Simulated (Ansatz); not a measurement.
# Is TaGeB in the AlB2 type a stable metal?

Question: is the lattice of TaGeB in the AlB2 type stable, and if so, what are its coupling constant and resistivity?

Main program and level: Ansatz 0.2.0; DFT PBEsol, scalar-relativistic, plane waves, PAW; PAW set soft_1.

This is a report of a sequence of runs, with most program output left out.

The structure was built from a prototype and need not be the compound's stable phase.

## 1. The starting structure

It takes space group P-6m2 (No. 187, hexagonal). The conventional cell has a = 3.744 Å, b = 3.744 Å, c = 3.931 Å, α = 90.00°, β = 90.00°, γ = 120.00°. Ta has 6 Ge at 2.92 Å and 6 B at 2.92 Å nearest. B has 3 Ge at 2.16 Å and 6 Ta at 2.92 Å nearest. Nearest to Ge lie 3 B at 2.16 Å and 6 Ta at 2.92 Å. Farther neighbours are not listed.

Structure file:

```cif
data_structure
_symmetry_space_group_name_H-M 'P-6m2'
_symmetry_Int_Tables_number 187
_cell_length_a 3.7442
_cell_length_b 3.7442
_cell_length_c 3.9315
_cell_angle_alpha 90.000
_cell_angle_beta 90.000
_cell_angle_gamma 120.000
_cell_volume 47.73
loop_
_atom_site_label
_atom_site_type_symbol
_atom_site_symmetry_multiplicity
_atom_site_Wyckoff_symbol
_atom_site_fract_x
_atom_site_fract_y
_atom_site_fract_z
_atom_site_occupancy
Ta1 Ta 1 a 0.00000 0.00000 0.00000 1
B1 B 1 d 0.33333 0.66667 0.50000 1
Ge1 Ge 1 f 0.66667 0.33333 0.50000 1
```

## 2. A first look on a coarse mesh

One cheap point first: pressure, gap and cost.

Input file input.yaml:

```yaml
crystal:
  lattice:
    - [3.74425, 0.0, 0.0]
    - [-1.87212, 3.24261, 0.0]
    - [0.0, 0.0, 3.93146]
  atoms:
    - { symbol: Ta, position: [0.0, 0.0, 0.0] }
    - { symbol: B, position: [0.33333333, 0.66666667, 0.5] }
    - { symbol: Ge, position: [0.66666667, 0.33333333, 0.5] }
kpoints:
  mp_grid: { grid: [6, 6, 4] }
hamiltonian:
  xc: pbesol
  pseudopotentials: { kind: paw, azcp: { folder: soft_1 }, xc_functional: pbe }
scf:
  occupations: { method: gaussian, width: 0.1 }
output:
  forces: true
  stress: true
  eigenvalues: true
```

Run with:

```console
ansatz run input.yaml --threads 4 --pin off --max-ram 12288MiB --backend cpu --events-out ev --progress --plain --runs-dir out
```

It took 0.77 s on 4 threads of Arm Neoverse V1, shared host; peak memory 0.31 GiB.

This step gave:

```
pressure          : -26.30 GPa
volume per atom   : 15.91 Å³/atom
metallic on mesh  : yes
gap on the k-mesh : 0 eV
```

The start is at -26 GPa on this mesh and has no gap.

## 3. Rough relaxation

The start is far from rest, so a relaxation with loose thresholds does the first part.

input.yaml: that of step 2 with these lines changed.

```diff
@@ -10,3 +10,3 @@
 kpoints:
-  mp_grid: { grid: [6, 6, 4] }
+  mp_grid: { grid: [6, 6, 6] }
 hamiltonian:
@@ -20 +20,6 @@
   eigenvalues: true
+relax:
+  adjacent_minimum: "off"
+  f_tol: 0.05
+  max_steps: 80
+  cell: { stress_tol: 0.5 }
```

The job ended after 10 s (4 threads; peak memory 0.34 GiB; 35 s of CPU time).

Relaxation path:

```tsv
step	energy less that of the first step (eV)	largest force component (eV/Å)	pressure (GPa)	volume (Å³)
1	0.0000	0.0000	-26.54	47.73
2	-0.7331	0.0000	-16.28	42.50
3	-0.9833	0.0000	0.67	38.13
4	-0.9889	0.0000	0.24	38.18
5	-0.9907	0.0000	0.13	38.19
6	-0.9794	0.0000	0.52	38.03
7	-0.9926	0.0000	-0.12	38.22
8	-0.9963	0.0000	0.15	38.14
9	-0.9970	0.0000	-0.07	38.18
10*	-0.9947	0.0000	-0.12	38.18
11	-0.9950	0.0000	0.02	38.15
12*	-0.9950	0.0000	0.02	38.15
```

Relaxation steps marked * repeat the geometry before them on a plane-wave basis chosen anew for their cell, so energy and pressure can jump there. Relaxation step 6 was tried and not accepted.

Forces are held to the 12 operations that the run works with; a distortion that breaks them can't arise in this run.

```tsv
cell as run	before	after	change
a (Å)	3.744	3.611	-3.6 %
b (Å)	3.744	3.611	-3.6 %
c (Å)	3.931	3.378	-14.1 %
volume (Å³/atom)	15.91	12.72	-20.1 %
```

The relaxed structure:

```xyz
3
Lattice="3.6113 0.0000 0.0000 -1.8056 3.1274 0.0000 0.0000 0.0000 3.3777" Properties=species:S:1:pos:R:3 pbc="T T T"
Ta    0.0000    0.0000    0.0000
B     0.0000    2.0850    1.6888
Ge    1.8056    1.0425    1.6888
```

This step gave:

```
pressure        : 0.02258 GPa
volume per atom : 12.72 Å³/atom
```

The largest force is now zero by symmetry and the largest stress component 0.059 GPa.

## 4. Relaxation

Lattice constant and positions set the bands and the force constants, so the cell is relaxed first.

input.yaml, the sections that differ from step 3:

```yaml
crystal:
  lattice:
    - [3.611265842, -2.7842e-06, 0.0]
    - [-1.8056305098, 3.1274493511, 0.0]
    - [0.0, 0.0, 3.3776863058]
  atoms:
    - { symbol: Ta, position: [0.0, 0.0, 0.0] }
    - { symbol: B, position: [0.3333333333, 0.6666666667, 0.5] }
    - { symbol: Ge, position: [0.6666666667, 0.3333333333, 0.5] }
kpoints:
  mp_grid: { grid: [9, 9, 10] }
relax:
  adjacent_minimum: "off"
  f_tol: 0.005
  max_steps: 80
  cell: { stress_tol: 0.05 }
# hamiltonian, scf, output: as in step 3
```

The job ended after 7.8 s (4 threads; peak memory 0.37 GiB).

The steps of the relaxation:

```tsv
step	energy less that of the first step (eV)	largest force component (eV/Å)	pressure (GPa)	volume (Å³)
1	0.0000	0.0000	0.04	38.15
2	-0.0041	0.0000	-1.84	38.52
3	-0.0066	0.0000	-0.03	38.17
4	-0.0066	0.0000	0.00	38.16
5	-0.0066	0.0000	0.00	38.16
```

The log counts 1 steps on a newly chosen plane-wave basis, not all of them marked here; energy and pressure can jump at such steps.

```tsv
conventional cell, symmetrised	before	after	change
a (Å)	3.611	3.581	-0.8 %
b (Å)	3.611	3.581	-0.8 %
c (Å)	3.378	3.437	+1.7 %
volume (Å³/atom)	12.72	12.72	+0.0 %
```

The relaxed structure:

```
Ta B Ge
1.0
     3.58079    0.00000    0.00000
    -1.79039    3.10105    0.00000
     0.00000    0.00000    3.43661
Ta B Ge
1 1 1
Direct
  0.00000 0.00000 0.00000
  0.33333 0.66667 0.50000
  0.66667 0.33333 0.50000
```

This step gave:

```
pressure : -0.002335 GPa
```

The largest force is now zero by symmetry and the largest stress component 0.019 GPa.

## 5. Relaxing tightly for phonons

No force is left; the cell is relaxed once more with another smearing and tight thresholds.

input.yaml, the sections that differ from step 4:

```yaml
crystal:
  lattice:
    - [3.5807867453, -2.7607e-06, 0.0]
    - [-1.7903909818, 3.1010536673, 0.0]
    - [0.0, 0.0, 3.4366144879]
  atoms:
    - { symbol: Ta, position: [0.0, 0.0, 0.0] }
    - { symbol: B, position: [0.3333333333, 0.6666666667, 0.5] }
    - { symbol: Ge, position: [0.6666666667, 0.3333333333, 0.5] }
kpoints:
  mp_grid: { grid: [9, 9, 8] }
scf:
  occupations: { method: methfessel_paxton, width: 0.2 }
relax:
  adjacent_minimum: "off"
  f_tol: 0.001
  max_steps: 60
  cell: { stress_tol: 0.01 }
# hamiltonian, output: as in step 4
```

Wall time 7 s (4 threads); peak memory 0.38 GiB.

Relaxation path:

```tsv
step	energy less that of the first step (eV)	largest force component (eV/Å)	pressure (GPa)	volume (Å³)
1	0.0000	0.0000	0.22	38.16
2	-0.0001	0.0000	0.10	38.18
3	-0.0001	0.0000	-0.02	38.20
4	-0.0001	0.0000	0.01	38.20
5	-0.0001	0.0000	0.00	38.20
6	-0.0001	0.0000	0.00	38.20
```

The log counts 1 steps on a newly chosen plane-wave basis, not all of them marked here; energy and pressure can jump at such steps.

```tsv
conventional cell, symmetrised	before	after	change
a (Å)	3.581	3.585	+0.1 %
b (Å)	3.581	3.585	+0.1 %
c (Å)	3.437	3.431	-0.2 %
volume (Å³/atom)	12.72	12.73	+0.1 %
```

Final coordinates:

```
Ta B Ge
1.0
     3.58529    0.00000    0.00000
    -1.79264    3.10495    0.00000
     0.00000    0.00000    3.43132
Ta B Ge
1 1 1
Direct
  0.00000 0.00000 0.00000
  0.33333 0.66667 0.50000
  0.66667 0.33333 0.50000
```

This step gave:

```
pressure        : 8.91e-4 GPa
volume per atom : 12.73 Å³/atom
```

The largest force is now zero by symmetry and the largest stress component 0.0018 GPa, small enough for phonons.

## 6. Phonons: q 2×2×2, k 6×6×4

Couplings are defined for a stable lattice alone, so phonons come first.

Input file input.yaml:

```yaml
crystal:
  lattice:
    - [3.5852899073, -2.7642e-06, 0.0]
    - [-1.7926425598, 3.1049535218, 0.0]
    - [0.0, 0.0, 3.4313198624]
  atoms:
    - { symbol: Ta, position: [0.0, 0.0, 0.0] }
    - { symbol: B, position: [0.3333333333, 0.6666666667, 0.5] }
    - { symbol: Ge, position: [0.6666666667, 0.3333333333, 0.5] }
kpoints:
  mp_grid: { grid: [6, 6, 4] }
hamiltonian:
  xc: pbesol
  pseudopotentials: { kind: paw, azcp: { folder: soft_1 }, xc_functional: pbe }
scf:
  occupations: { method: methfessel_paxton, width: 0.2 }
output:
  eigenvalues: true
phonons:
  method: dfpt
  qmesh: [2, 2, 2]
  temperatures: { t_max: 1000, t_step: 50 }
  qpath:
    path:
      - [[0.0, 0.0, 0.0], [0.5, 0.0, 0.0], [0.33333333, 0.33333333, 0.0], [0.0, 0.0, 0.0], [0.0, 0.0, 0.5], [0.5, 0.0, 0.5], [0.33333333, 0.33333333, 0.5], [0.0, 0.0, 0.5]]
      - [[0.5, 0.0, 0.5], [0.5, 0.0, 0.0]]
      - [[0.33333333, 0.33333333, 0.5], [0.33333333, 0.33333333, 0.0]]
    npoints: 10
```

The job ended after 30 s (4 threads; peak memory 0.48 GiB).

This step gave:

* share of imaginary modes in the plain interpolation between solved wavevectors: 0.4657
* highest frequency, solved or plainly interpolated: 480.2 cm⁻¹

Solved on the 2×2×2 mesh alone; all other wavevectors are interpolated. Phonon branches along the path, in cm⁻¹:

```tsv
point	branch 1	branch 2	branch 3	branch 4	branch 5	branch 6	branch 7	branch 8	branch 9
Γ	-202	0	0	0	73	73	234	464	464
halfway	-198	-124	-121	-63	114	164	213	444	472
M	-194	-165	-151	-85	117	189	230	412	480
halfway	-189	-162	-141	-92	72	184	244	410	478
K	-184	-154	-134	-99	-53	178	257	406	477
halfway	-196	-147	-98	-73	84	186	208	438	473
Γ	-202	0	0	0	73	73	234	464	464
halfway	-207	-139	-85	-85	110	110	220	470	470
A	-215	-212	-125	-125	138	138	222	477	477
halfway	-201	-142	-123	-116	61	190	219	450	466
L	-182	-136	-122	-120	76	228	229	425	454
halfway	-183	-138	-111	-89	85	227	231	406	460
H	-182	-140	-102	-55	97	226	237	387	464
halfway	-197	-132	-121	-104	49	196	219	441	465
A	-215	-212	-125	-125	138	138	222	477	477
jump to L	-182	-136	-122	-120	76	228	229	425	454
halfway	-154	-149	-145	-111	58	202	231	434	453
M	-194	-165	-151	-85	117	189	230	412	480
jump to H	-182	-140	-102	-55	97	226	237	387	464
halfway	-150	-139	-138	-104	-44	205	248	397	470
K	-184	-154	-134	-99	-53	178	257	406	477
```

Lowest modes at the softest wavevector of the mesh. The modes at q = (0.000, 0.000, 0.500) (shares of kinetic energy by element, %) (negative means imaginary):

```tsv
mode	frequency (cm⁻¹)	Ta %	B %	Ge %
1	-215.0	100	0	0
2	-211.6	0	88	12
3	-125.0	100	0	0
4	-125.0	100	0	0
5	137.5	0	18	82
6	137.5	0	18	82
```

Displacements in mode 1 (-215.0 cm⁻¹), the largest set to 1, in the home cell:
```
Ta1 0.00 0.00 1.00
B2  0.00 0.00 0.00
Ge3 0.00 0.00 0.00
```

Displacements in mode 5 (137.5 cm⁻¹), the largest set to 1, in the home cell:
```
Ta1  0.00  0.00  0.00
B2   0.03 -1.00  0.00
Ge3  0.02 -0.83  0.00
```

Among the solved wavevectors the lowest mode, translations apart, is -215 cm⁻¹, imaginary.

## 7. Lattice stability: q 3×3×2, k 9×9×6

An imaginary mode on so few k-points may come from the sampling, so the phonons are repeated with another q and k mesh.

input.yaml: that of step 6 with these lines changed.

```diff
@@ -10,3 +10,3 @@
 kpoints:
-  mp_grid: { grid: [6, 6, 4] }
+  mp_grid: { grid: [9, 9, 6] }
 hamiltonian:
@@ -20,3 +20,3 @@
   method: dfpt
-  qmesh: [2, 2, 2]
+  qmesh: [3, 3, 2]
   temperatures: { t_max: 1000, t_step: 50 }
```

Elapsed: 2.6 min, on 4 threads; peak memory 0.98 GiB.

Numbers from this step:

| Quantity | Value |
| --- | --- |
| share of imaginary modes in the plain interpolation between solved wavevectors | 0.4031 |
| highest frequency, solved or plainly interpolated | 540.3 cm⁻¹ |

Solved on the 3×3×2 mesh alone; all other wavevectors are interpolated. The phonon branches at the labelled points (cm⁻¹):

```tsv
point	branch 1	branch 2	branch 3	branch 4	branch 5	branch 6	branch 7	branch 8	branch 9
Γ	-183	-83	-83	0	0	0	229	511	511
halfway	-180	-90	-78	-24	118	182	200	481	523
M	-196	-104	-104	-72	147	189	230	467	540
halfway	-199	-123	-104	-69	42	182	264	482	536
K	-204	-150	-114	-69	-63	175	279	501	527
halfway	-181	-105	-59	-39	85	194	215	479	525
Γ	-183	-83	-83	0	0	0	229	511	511
halfway	-154	-83	-83	30	94	94	231	516	516
A	-127	-107	-107	-75	145	145	253	523	523
halfway	-111	-86	-85	67	102	188	228	522	523
L	-130	-109	-75	-51	150	227	264	484	511
halfway	-135	-91	-31	32	171	228	255	435	524
H	-149	-99	-24	142	190	228	252	386	526
halfway	-106	-102	-71	105	119	181	225	502	532
A	-127	-107	-107	-75	145	145	253	523	523
jump to L	-130	-109	-75	-51	150	227	264	484	511
halfway	-121	-113	-80	-31	88	205	250	475	525
M	-196	-104	-104	-72	147	189	230	467	540
jump to H	-149	-99	-24	142	190	228	252	386	526
halfway	-126	-90	-85	-52	50	205	266	447	526
K	-204	-150	-114	-69	-63	175	279	501	527
```

Lowest modes at the softest wavevector of the mesh. Modes at q = (0.333, 0.333, 0.000), with each element's share of the kinetic energy (negative means imaginary):

```tsv
mode	frequency (cm⁻¹)	Ta %	B %	Ge %
1	-203.6	0	100	0
2	-149.8	0	30	70
3	-114.4	94	0	6
4	-69.0	100	0	0
5	-62.7	100	0	0
6	174.7	0	0	100
```

Displacements in mode 1 (-203.6 cm⁻¹), the largest set to 1, in the home cell:
```
Ta1  0.00  0.00  0.00
B2   0.00  0.00 -1.00
Ge3  0.00  0.00  0.00
```

Displacements in mode 6 (174.7 cm⁻¹), the largest set to 1, in the home cell:
```
Ta1  0.00  0.00  0.00
B2   0.00  0.00  0.00
Ge3  0.00  0.00 -1.00
```

The modes has structure finer than the step of the table below, so its rows give means over 25 cm⁻¹, whole bins alone (the curve runs from -213 to 566 cm⁻¹). Peaks (cm⁻¹: height): B -174.0: 0.0102, 478.0: 0.0214, 527.0: 0.0438; Ge -120.0: 0.00649, 95.7: 0.0103, 223.1: 0.0272, 527.0: 0.0119; Ta -71.0: 0.0372.

Phonopy on the run's constants, 19x19x17 mesh, Gaussian sigma 5.6 cm⁻¹. The modes by wavenumber; means over each step; values in 1/cm⁻¹/cell:

```tsv
wavenumber (cm⁻¹)	B	Ge	Ta
-200	0.00300	1.1e-4	5.3e-5
-175	0.00806	4.6e-4	3.9e-4
-150	0.00556	0.00124	0.00245
-125	0.00421	0.00522	0.0122
-100	0.00260	0.00585	0.0263
-75	0.00281	0.00377	0.0352
-50	0.00169	0.00125	0.0151
-25	6.3e-4	6.6e-4	0.00551
0	1.9e-4	3.5e-4	0.00171
25	5.9e-4	8.8e-4	0.00268
50	0.00175	0.00204	0.00244
75	0.00370	0.00490	0.00358
100	0.00472	0.00882	0.00420
125	0.00438	0.00438	0.00174
150	0.00359	0.00293	5.3e-4
175	0.00200	0.00723	5.0e-4
200	0.00121	0.0191	0.00180
225	0.00173	0.0221	0.00268
250	0.00101	0.0125	6.5e-4
275	7.2e-5	0.00285	1.5e-4
300	0	1.6e-5	8.4e-7
325	0	0	0
350	0	0	0
375	2.8e-5	0	0
400	5.0e-4	2.1e-5	0
425	0.00131	1.0e-4	0
450	0.00334	3.0e-4	8.2e-7
475	0.0163	0.00174	2.5e-5
500	0.0115	0.00221	3.1e-5
525	0.0314	0.00844	8.7e-5
550	0.00202	5.4e-4	4.4e-6
```

No LO-TO term; unit eigenvectors of the mass-weighted matrix. Modes at Γ, with each element's share of the kinetic energy (negative means imaginary):

```tsv
mode	frequency (cm⁻¹)	symmetry	Ta %	B %	Ge %
1	-183.1	A2''	1	94	5
2	-83.0	E'	31	21	49
3	-83.0	E'	31	21	49
4	0.0	unnamed	68	4	27
5	0.0	unnamed	68	4	27
6	0.0	unnamed	68	4	27
7	228.6	A2''	31	2	67
8	511.4	E'	1	75	24
9	511.4	E'	1	75	24
```

Displacements in mode 1 (-183.1 cm⁻¹), the largest set to 1:
```
Ta1  0.00  0.00 -0.02
B2   0.00  0.00  1.00
Ge3  0.00  0.00 -0.09
```

Displacements in mode 8 (511.4 cm⁻¹), the largest set to 1:
```
Ta1  0.00  0.03  0.00
B2   0.00  1.00  0.00
Ge3  0.00 -0.22  0.00
```

Among the solved wavevectors the lowest mode, translations apart, is -204 cm⁻¹, imaginary.

## 8. Phonons: Fermi–Dirac smearing of 0.3 eV

The phonons are repeated on the same meshes with a wide Fermi–Dirac smearing, to see whether the soft mode comes from sharp features of the Fermi surface.

input.yaml: that of step 7 with these lines changed.

```diff
@@ -15,3 +15,3 @@
 scf:
-  occupations: { method: methfessel_paxton, width: 0.2 }
+  occupations: { method: fermi_dirac, width: 0.3 }
 output:
```

Elapsed: 2.9 min, on 4 threads; peak memory 1 GiB.

Numbers from this step:

```
share of imaginary modes in the plain interpolation between solved wavevectors : 0.356
highest frequency, solved or plainly interpolated                              : 539.8 cm⁻¹
```

Solved on the 3×3×2 mesh alone; all other wavevectors are interpolated. The phonon branches at the labelled points (cm⁻¹):

```tsv
point	branch 1	branch 2	branch 3	branch 4	branch 5	branch 6	branch 7	branch 8	branch 9
Γ	-188	0	0	0	47	47	219	523	523
halfway	-179	-82	-52	22	130	193	202	497	529
M	-193	-97	-69	-18	156	190	237	489	540
halfway	-196	-103	-67	-30	80	181	266	498	540
K	-201	-102	-92	-44	-32	172	280	508	539
halfway	-180	-91	-44	-10	111	198	222	495	531
Γ	-188	0	0	0	47	47	219	523	523
halfway	-149	-60	-60	55	109	109	226	518	518
A	-111	-88	-88	-53	146	146	258	514	514
halfway	-109	-80	-66	84	103	193	228	517	521
L	-80	-79	-51	-39	140	227	268	500	514
halfway	-105	-75	44	110	165	228	262	464	532
H	-109	-82	60	168	187	230	258	435	537
halfway	-102	-93	-51	113	118	192	225	505	530
A	-111	-88	-88	-53	146	146	258	514	514
jump to L	-80	-79	-51	-39	140	227	268	500	514
halfway	-112	-92	-43	14	112	204	255	494	527
M	-193	-97	-69	-18	156	190	237	489	540
jump to H	-109	-82	60	168	187	230	258	435	537
halfway	-101	-73	-54	-50	116	206	270	473	538
K	-201	-102	-92	-44	-32	172	280	508	539
```

Lowest modes at the softest wavevector of the mesh. The modes at q = (0.333, 0.333, 0.000) (shares of kinetic energy by element, %) (negative means imaginary):

```tsv
mode	frequency (cm⁻¹)	Ta %	B %	Ge %
1	-200.7	0	100	0
2	-101.9	0	26	74
3	-92.4	94	0	6
4	-44.2	100	0	0
5	-31.6	100	0	0
6	172.2	0	0	100
```

Among the solved wavevectors the lowest mode, translations apart, is -201 cm⁻¹, imaginary.

## 9. Summary of results

| Item | Value |
| --- | --- |
| phonon run of the rows without a label of their own | PBEsol, q 3×3×2, k 9×9×6 |
| softest mode on the q mesh | -204 cm⁻¹ at q = (0.333, 0.333, 0) |
| highest frequency, solved or plainly interpolated | 540 cm⁻¹ |

**Reading.** The lattice is dynamically unstable at this level: a mode at q = (0.333, 0.333, 0) is imaginary, 204i cm⁻¹, so no harmonic coupling constant or resistivity is defined for this structure. These meshes are coarse, and single modes of a metal can move by tens of cm⁻¹ with the k mesh. Spin–orbit coupling, left out here, matters for Ta. The phonon runs are not spin-polarised. The PAW files were made for PBE; under other functionals the run regenerates their frozen core. The structure was built by hand as an ordered model, and its stability against other phases was not tested.

[Logs are printed without paths, hosts, clocks, repeated set-up lines and the standing remarks that a program may print on its own settings, such as how far it seeks lower states.]

[Hosts, paths, dates, database ids (printed as entryN), source tags and the programs' standing remarks are cut or masked in the printed files.]
